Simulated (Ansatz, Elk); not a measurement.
# ScSI: X-ray structure factors from the self-consistent density

The structure of ScSI used here is made up (a known structure type with other elements) and was relaxed beforehand with PBE. The aim is the Fourier transform of its all-electron density, F(hkl), set beside the sum over free spherical atoms that refinements use.

Program: Elk 11.2.3 (patched build). Level of theory: DFT, PBE, all-electron APW+lo, Dirac cores, scalar-relativistic bands, static density, no spin. Results are calculated unless marked as measured.

The structure was built from a prototype and need not be the compound's stable phase.

**1. Set-up**

The structure is tetragonal, space group P4/nmm (No. 129). Conventional cell: a = 4.830 Å, b = 4.830 Å, c = 6.836 Å, α = 90.00°, β = 90.00°, γ = 90.00°. Nearest to I lie 4 Sc at 3.29 Å and 4 I at 3.42 Å. Nearest to Sc lie 4 S at 2.69 Å and 4 I at 3.29 Å. S has 4 Sc at 2.69 Å nearest. Farther neighbours and most contacts between anions are not listed.

**2. Ground state and structure factors**

An all-electron density is needed, since X-rays see the cores too. Task 0 finds the density and task 195 Fourier-transforms it; tshift is off so that phases refer to the origin typed.

Input file elk.in:

```
tasks
  0
  195

xctype
  20

spinpol
  .false.

rgkmax
  7.0

gmaxvr
  14.0

lmaxo
  7

lmaxapw
  8

swidth
  0.002

tshift
  .false.

ramdisk
  .false.

hmaxvr
  5.5

maxscl
  120

epspot
  1e-06

sppath
  './'

avec
  9.12812699419 -0.00000000000 0.00000000000
  -0.00000000000 9.12812699419 0.00000000000
  0.00000000000 0.00000000000 12.91781978498

atoms
  3
  'I.in'
  2
  0.0000000000 -0.0000000000 -0.0000000000   0.000000 0.000000 0.000000
  0.5000000000 0.5000000000 -0.0000000000   0.000000 0.000000 0.000000
  'Sc.in'
  2
  0.0000000000 0.5000000000 0.3257812843   0.000000 0.000000 0.000000
  0.5000000000 -0.0000000000 0.6742187157   0.000000 0.000000 0.000000
  'S.in'
  2
  0.5000000000 0.5000000000 0.5000000000   0.000000 0.000000 0.000000
  -0.0000000000 0.0000000000 0.5000000000   0.000000 0.000000 0.000000

ngridk
  5 5 4
```

Run with:

```sh
$ OMP_NUM_THREADS=4 elk
```

Numbers of over 12 decimals in the logs are rounded to 6 here.

Log:

```text
┌─────────────────────────┐
│ Elk code version 11.2.3 │
└─────────────────────────┘

All units are atomic (Hartree, Bohr, etc.)

┌─────────────────────────────────────────────────┐
│ Ground-state run starting from atomic densities │
└─────────────────────────────────────────────────┘

Lattice vectors :
   9.128126994      -0.000000000       0.000000000
  -0.000000000       9.128126994       0.000000000
   0.000000000       0.000000000       12.91781978

Reciprocal lattice vectors :
  0.6883323721       0.000000000      -0.000000000
   0.000000000      0.6883323721      -0.000000000
  -0.000000000      -0.000000000      0.4863967304

Unit cell volume      :    1076.347654
Brillouin zone volume :   0.2304554783

Muffin-tin inner radius fraction :   0.1000000000E-01

Nuclei treated as point charges

Species : 1 (I)
 parameters loaded from : I.in
 name : iodine
 nuclear charge    :   -53.00000000
 electronic charge :    53.00000000
 atomic mass :    231332.6972
 muffin-tin radius :    2.600000000
 number of radial points in muffin-tin :   1193
 inner part over the whole radius :   0.9964907323E-02
 number on inner part of muffin-tin    :    851
 approximate nuclear radius :   0.9002358621E-04
 number of mesh points to nuclear radius :    431
 atomic positions (lattice), magnetic fields (Cartesian) :
  1 :   0.00000000  0.00000000  0.00000000    0.00000000  0.00000000  0.00000000
  2 :   0.50000000  0.50000000  0.00000000    0.00000000  0.00000000  0.00000000

Species : 2 (Sc)
 parameters loaded from : Sc.in
 name : scandium
 nuclear charge    :   -21.00000000
 electronic charge :    21.00000000
 atomic mass :    81949.61073
 muffin-tin radius :    2.400000000
 number of radial points in muffin-tin :    993
 inner part over the whole radius :   0.9898716403E-02
 number on inner part of muffin-tin    :    698
 approximate nuclear radius :   0.6711386133E-04
 number of mesh points to nuclear radius :    323
 atomic positions (lattice), magnetic fields (Cartesian) :
  1 :   0.00000000  0.50000000  0.32578128    0.00000000  0.00000000  0.00000000
  2 :   0.50000000  0.00000000 -0.32578128    0.00000000  0.00000000  0.00000000

Species : 3 (S)
 parameters loaded from : S.in
 name : sulphur
 nuclear charge    :   -16.00000000
 electronic charge :    16.00000000
 atomic mass :    58450.91931
 muffin-tin radius :    2.200000000
 number of radial points in muffin-tin :    793
 inner part over the whole radius :   0.9890556315E-02
 number on inner part of muffin-tin    :    554
 approximate nuclear radius :   0.6195814986E-04
 number of mesh points to nuclear radius :    251
 atomic positions (lattice), magnetic fields (Cartesian) :
  1 :   0.50000000  0.50000000  0.50000000    0.00000000  0.00000000  0.00000000
  2 :   0.00000000  0.00000000  0.50000000    0.00000000  0.00000000  0.00000000

Total number of atoms per unit cell :    6
Total muffin-tin volume :    352.2605011
 ratio of muffin-tin to unit cell volume :   0.3272739061

Spin treatment :
 spin-unpolarised

Number of Bravais lattice symmetries :   16
Number of crystal symmetries         :   16
Crystal has no inversion symmetry
Complex Hermitian eigensolver will be used

k-point grid :      5     5     4
k-point offset :    0.000000000       0.000000000       0.000000000
k-point set is reduced with full crystal symmetry group
Total number of k-points :       18

Muffin-tin radius times maximum |G+k| :    7.000000000
 using average radius
Maximum |G+k| for APW functions       :    2.916666667
Maximum (1/2)|G+k|²                   :    4.253472222
Maximum |G| for potential and density :    14.00000000
Constant for pseudocharge density :    9
 order of it for each species :   16  16  16
 order of it for pair densities of each species (exact exchange by exxq0 0: 17) :   11  10   7
Radial integration step length :    1

G-vector grid sizes :     42    42    60
Number of G-vectors :    50025

Maximum angular momentum used for
 APW functions            :    8
 outer part of muffin-tin :    7
[...]
exchange                    :     -484.03276362210
 correlation                 :     -8.768671
 electron entropic           :    -0.32937745619066E-03
 total energy                :     -16567.265590506

Density of states at Fermi energy :    23.99751222
 (states/Hartree/unit cell)

Estimated indirect band gap :   0.3124129711E-02
 from k-point 6 to k-point 1
Estimated direct band gap   :   0.7647275400E-02
 at k-point 6

Charges :
 core                        :    112.0000000
 valence                     :    68.00000000
 interstitial                :    11.06870611
 muffin-tins (core leakage)
  species : 1 (I)
[...]
species : 2 (Sc)
[...]
species : 3 (S)
[...]
total in muffin-tins        :    168.9312939
 total calculated charge     :    179.9994329
 total charge                :    180.0000000
 error                       :   0.5671302908E-03

RMS change in Kohn-Sham potential (target) :   0.3239970481     (  0.1000000000E-05)
Absolute change in total energy (target)   :   0.5304022792     (  0.1000000000E-03)

[... loops 3 to 15 left out ...]

┌──────────────────┐
│ Loop number : 16 │
└──────────────────┘

Energies :
 Fermi                       :     0.211785
 sum of occupied eigenvalues :     -10014.129576369
 electron kinetic            :      17434.582853717
 core electron kinetic       :      16916.293470086
 Coulomb                     :     -33506.973764976
 Coulomb potential           :     -26806.775556045
 nuclear-nuclear             :     -1531.5912573749
 electron-nuclear            :     -37170.451409288
 Hartree                     :      5195.0689016874
 Madelung                    :     -20103.585986953
 xc potential                :     -641.93687404146
 exchange                    :     -484.07497844272
 correlation                 :     -8.774303
 electron entropic           :    -0.25051688364919E-03
 total energy                :     -16565.240442718

Density of states at Fermi energy :    16.78246589
 (states/Hartree/unit cell)

Estimated indirect band gap :   0.4744522606E-02
 from k-point 6 to k-point 1
Estimated direct band gap   :   0.1064483296E-01
 at k-point 6

Charges :
 core                        :    112.0000000
 valence                     :    68.00000000
 interstitial                :    11.06103247
 muffin-tins (core leakage)
  species : 1 (I)
[...]
species : 2 (Sc)
[...]
species : 3 (S)
[...]
total in muffin-tins        :    168.9389675
 total calculated charge     :    179.9994197
 total charge                :    180.0000000
 error                       :   0.5803167182E-03

RMS change in Kohn-Sham potential (target) :   0.2752728456E-06 (  0.1000000000E-05)
Absolute change in total energy (target)   :   0.4471692591E-04 (  0.1000000000E-03)

Convergence targets achieved

┌──────────────────┐
│ Loop number : 17 │
└──────────────────┘

Energies :
 Fermi                       :     0.211785
 sum of occupied eigenvalues :     -10014.129583966
 electron kinetic            :      17434.582844373
 core electron kinetic       :      16916.293463710
 Coulomb                     :     -33506.973761805
 Coulomb potential           :     -26806.775557327
 nuclear-nuclear             :     -1531.5912573749
 electron-nuclear            :     -37170.451401592
 Hartree                     :      5195.0688971624
 Madelung                    :     -20103.585983141
 xc potential                :     -641.93687101230
 exchange                    :     -484.07497847965
 correlation                 :     -8.774302
 electron entropic           :    -0.25051727234931E-03
 total energy                :     -16565.240448921

Density of states at Fermi energy :    16.78248975
 (states/Hartree/unit cell)

Estimated indirect band gap :   0.4744518663E-02
 from k-point 6 to k-point 1
Estimated direct band gap   :   0.1064481615E-01
 at k-point 6

Charges :
 core                        :    112.0000000
 valence                     :    68.00000000
 interstitial                :    11.06103199
 muffin-tins (core leakage)
  species : 1 (I)
[...]
species : 2 (Sc)
[...]
atom 2                    :    18.93448376     ( -0.2163955344E-06)
  species : 3 (S)
   atom 1                    :    14.54625847     (  0.7025875101E-04)
   atom 2                    :    14.54625847     (  0.7025875101E-04)
 total in muffin-tins        :    168.9389680
 total calculated charge     :    179.9994197
 total charge                :    180.0000000
 error                       :   0.5803166902E-03

┌──────────────────────────────┐
│ Self-consistent loop stopped │
└──────────────────────────────┘

Warning : core states of species 1 leak from the muffin-tin :   0.2013571371E-03

Wrote STATE.OUT
```

The job ended after 26 s (4 threads of AMD EPYC 9B45 (Zen 5), shared host; peak memory 0.29 GiB; 68 s of CPU time).

SFACRHO.OUT:

```text

h k l indices transformed by vhmat matrix:
   1.000000000       0.000000000       0.000000000    
   0.000000000       1.000000000       0.000000000    
   0.000000000       0.000000000       1.000000000    

      h      k      l  multipl.   |H|            Re(F)            Im(F)           |F|

      0      0      0      1   0.0000000       180.00000      0.52982289E-16   180.00000    
      0      0     -1      2  0.48639673       53.698978     -0.29439743E-14   53.698978    
      0      1      0      4  0.68833237       0.0000000      0.90114344E-14  0.90114344E-14
      1      0      1      4  0.84284235      0.37343311E-14   31.000650       31.000650    
      0     -1      1      4  0.84284235      0.37343311E-14  -31.000650       31.000650    
      0      0     -2      2  0.97279346       98.709606      0.55099177E-14   98.709606    
      1     -1      0      4  0.97344898       84.646931      0.76719067E-14   84.646931    
      1      1      1      8   1.0882025       79.745049     -0.93705451E-14   79.745049    
      1      0     -2      4   1.1916915      0.18671655E-14   25.587976       25.587976    
      0      1     -2      4   1.1916915     -0.56014966E-14  -25.587976       25.587976    
      1     -1      2      8   1.3762013       123.09083      0.90884260E-14   123.09083    
     -2      0      0      4   1.3766647       135.49482      0.16817173E-13   135.49482    
      0      0     -3      2   1.4591902       89.646524     -0.72905759E-14   89.646524    
      0     -2     -1      4   1.4600642       47.698028      0.21443229E-14   47.698028    
      0      2      1      4   1.4600642       47.698028     -0.21716740E-14   47.698028    
     -2      1      0      8   1.5391580       0.0000000      0.21003360E-13  0.21003360E-13
      0      1     -3      4   1.6133932     -0.18671655E-14  -3.7134449       3.7134449    
      1      0     -3      4   1.6133932       0.0000000       3.7134449       3.7134449
```

Elk indexes on the primitive cell of elk.in and gives |H| = 4π sin θ/λ in inverse bohr. Below, one row stands for each form hkl of the conventional cell (m members, Friedel mates merged), F is for one primitive cell and the density is static (no thermal factor). Free-atom factors are Waasmaier and Kirfel's, and R is Σm||F|−|F'||/Σm|F|.

```csv
hkl,m,sin θ/λ (Å⁻¹),"abs F, DFT",neutral atoms,diff.,abs of complex diff.
001,2,0.073,53.699,53.922,-0.223,0.223
100,4,0.103,0.000,0.000,+0.000,0.000
101,8,0.127,31.001,30.947,+0.053,0.053
002,2,0.146,98.710,97.886,+0.824,0.824
110,4,0.146,84.647,83.783,+0.864,0.864
111,8,0.164,79.745,80.075,-0.330,0.330
102,8,0.179,25.588,25.659,-0.071,0.071
112,8,0.207,123.091,122.964,+0.127,0.127
200,4,0.207,135.495,135.497,-0.002,0.002
003,2,0.219,89.647,89.880,-0.233,0.233
201,8,0.220,47.698,47.649,+0.049,0.049
210,8,0.232,0.000,0.000,+0.000,0.000
103,8,0.243,3.713,3.953,-0.240,0.240
211,16,0.243,24.497,24.758,-0.261,0.261
202,8,0.254,82.023,82.164,-0.141,0.141
113,8,0.264,31.418,31.367,+0.052,0.052
212,16,0.274,21.292,21.338,-0.045,0.045
004,2,0.293,83.871,84.143,-0.272,0.272
220,4,0.293,117.083,117.593,-0.510,0.510
203,8,0.302,79.832,79.671,+0.160,0.160
221,8,0.302,43.966,43.800,+0.167,0.167
104,8,0.310,22.930,22.995,-0.066,0.066
```

**3. The highest occupied states alone**

An energy window below the Fermi level keeps the highest occupied states, to see at which angles they scatter; shallow core shells can lie inside it and anion s states outside. No new self-consistency is needed.

Changes to elk.in since step 2:

```diff
@@ -1,3 +1,2 @@
 tasks
-  0
   195
@@ -40,2 +39,5 @@
 
+wsfac
+  -0.155710 0.511780
+
 sppath
```

Run with:

```sh
$ OMP_NUM_THREADS=4 elk
```

Log:

```text
┌─────────────────────────────────┐
│ Elk code version 11.2.3 started │
└─────────────────────────────────┘

Info(readinput): the functional depends on the density's gradient
 muffin-tin radial points multiplied by    2.00000
 (not where nrmtscf is given)

┌────────────────────┐
│ Current task : 195 │
└────────────────────┘

Info(sfacrho): density structure factors written to SFACRHO.OUT

 Energy window :  -0.1557100000      0.5117800000

┌──────────────────┐
│ Elk code stopped │
└──────────────────┘
```

The job ended after 8.8 s (4 threads; peak memory 0.19 GiB).

States within 10 eV below the Fermi level hold 24.00 electrons; any levels below the window count with the cores. Their amplitudes can exceed the total, where window and core parts have opposite phase:

```csv
hkl,sin θ/λ (Å⁻¹),"abs F, window","abs F, all"
001,0.073,0.941,53.699
100,0.103,0.000,0.000
101,0.127,1.515,31.001
002,0.146,7.155,98.710
110,0.146,6.690,84.647
111,0.164,0.679,79.745
102,0.179,0.584,25.588
112,0.207,3.095,123.091
200,0.207,3.245,135.495
003,0.219,0.741,89.647
```

(Part 1 of 2 ends here.)

[Logs are printed without paths, hosts, clocks, repeated set-up lines and the standing remarks that a program may print on its own settings, such as how far it seeks lower states.]

[Hosts, paths, dates, database ids (printed as entryN), source tags and the programs' standing remarks are cut or masked in the printed files.]
